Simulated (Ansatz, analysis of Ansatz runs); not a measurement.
# How high are the jumps of point defects in CsLi₂Br₃ (Immm)?

Aim: rank jumps of point defects in CsLi₂Br₃ (Immm) by their barriers, and see how firm the order is.

Plane-wave DFT (PBEsol) in Ansatz 0.2.0. For each hop both ends were relaxed and joined by a climbing-image band in a supercell, at fixed charge and with no image-charge correction. Cells with an odd electron count are spin-polarised. Left out are bands with an unsampled step, a second maximum, a lower structure on the way or a barrier under 0.03 eV, hosts that distort, and hops whose barrier moves by over a quarter on a mesh of more points; some further systems are held out of this collection. These are calculated values, not measurements.

### 1. The hops

A hop between unlike places has two barriers. The larger one, the climb from the lower place, is used for the ranking. Forward is the direction in which the atom was set to move. A move is called local where the atom goes under 2 Å and keeps its one covalent partner, or under 1.7 Å into a vacancy: alone, such a move is unlikely to carry an atom through the crystal.

```csv
hop,charge,kind,largest displacement of an atom (Å),forward (eV),backward (eV),host atoms,k-points,core time
"V_Br hop, path a",+1,jump,3.16,0.22,0.22,72,"one point at (¼, ¼, ¼)",16 min
"V_Br hop, path a",0,jump,3.54,0.55,0.55,72,"one point at (¼, ¼, ¼)",21 min
"V_Br hop, path b",+1,jump,3.70,0.72,0.38,72,"one point at (¼, ¼, ¼)",22 min
"V_Br hop, path c",0,jump,4.40,0.97,1.03,72,"one point at (¼, ¼, ¼)",24 min
"V_Br hop, path b",0,jump,3.92,1.03,0.97,72,"one point at (¼, ¼, ¼)",35 min
```

### 2. The surroundings of the moving atom

For the atom that moves farthest (on an interstitialcy path it can be the one pushed off its site), the atoms within 15 % of the nearest distance describe the place that it leaves and the one that it passes.

```csv
hop,charge,at the start,at the top,larger barrier (eV)
"V_Br hop, path a",+1,3 Li at 2.51 to 2.68 Å,2 Li at 2.40 Å,0.22
"V_Br hop, path a",0,4 Li at 2.55 to 2.84 Å,2 Li at 2.39 Å,0.55
"V_Br hop, path b",+1,2 Li at 2.46 to 2.56 Å,1 Li at 2.35 Å,0.72
"V_Br hop, path c",0,4 Li at 2.60 to 2.79 Å,2 Li at 2.36 to 2.59 Å,1.03
"V_Br hop, path b",0,2 Li at 2.51 to 2.54 Å,1 Li at 2.35 Å,1.03
```

### 3. Checks on the paths found

Single points at start, top and end test the sampling and the functional without new bands. The modes of the moving atom, with the host held, give a rough attempt frequency.

Forward barriers in eV:

```csv
hop,charge,band,mesh of more points,HSE06,LDA,r2SCAN,attempt frequency (THz)
"V_Br hop, path a",+1,0.22,0.22,-,0.18,0.25,1.6
"V_Br hop, path a",0,0.55,0.63,-,0.36,0.82,1.7
"V_Br hop, path b",+1,0.72,0.73,-,-,0.90,1.4
"V_Br hop, path c",0,0.97,0.98,1.20,-,1.27,1.3
"V_Br hop, path b",0,1.03,1.06,-,-,1.36,1.4
```

### 4. Summary of results

| Quantity | Value |
| --- | --- |
| larger barrier, V_Br hop, path a, charge plus 1 | 0.22 eV |
| larger barrier, V_Br hop, path a, charge 0 | 0.55 eV |
| larger barrier, V_Br hop, path b, charge plus 1 | 0.72 eV |
| larger barrier, V_Br hop, path c, charge 0 | 1.03 eV |
| larger barrier, V_Br hop, path b, charge 0 | 1.03 eV |

What this shows: Of the jumps kept, the larger barrier is lowest for V_Br hop, path a at charge +1 (0.22 eV) and highest for V_Br hop, path b at charge 0 (1.03 eV). With an assumed prefactor of 1e13 per second, one uphill hop a second along one path needs about 90 K for V_Br hop, path a (+1) and 400 K for V_Br hop, path b (0). Of the paths run at two charges, V_Br hop, path a changes most, by the larger barrier: 0.22 eV at +1 and 0.55 eV at 0. The displacement differs between the charges (3.16 and 3.54 Å), so it isn't quite the same jump. Whether the added carriers are bound to the defect, and whether each charge is stable, wasn't tested. On the 5 checked, the second mesh moves a barrier by up to 0.08 eV, so hops closer than that aren't ranked. For bands at (¼, ¼, ¼) the second mesh holds only that point and its sign variants, which is a weak test. HSE06 changes one forward barrier by 0.23 eV. LDA changes 2 forward barriers by -0.19 to -0.04 eV. r2SCAN changes 5 forward barriers by 0.03 to 0.33 eV. These are barriers of single jumps: diffusion also needs the defects, whose formation energies aren't counted here, and a chain of jumps that crosses the crystal. Other paths weren't searched, and for 3 of the 5 hops the top wasn't tested as a first-order saddle. Periodic copies stand 12.0 Å apart or more.

[Logs are printed without paths, hosts, clocks, repeated set-up lines and the standing remarks that a program may print on its own settings, such as how far it seeks lower states.]

[Hosts, paths, dates, database ids (printed as entryN), source tags and the programs' standing remarks are cut or masked in the printed files.]
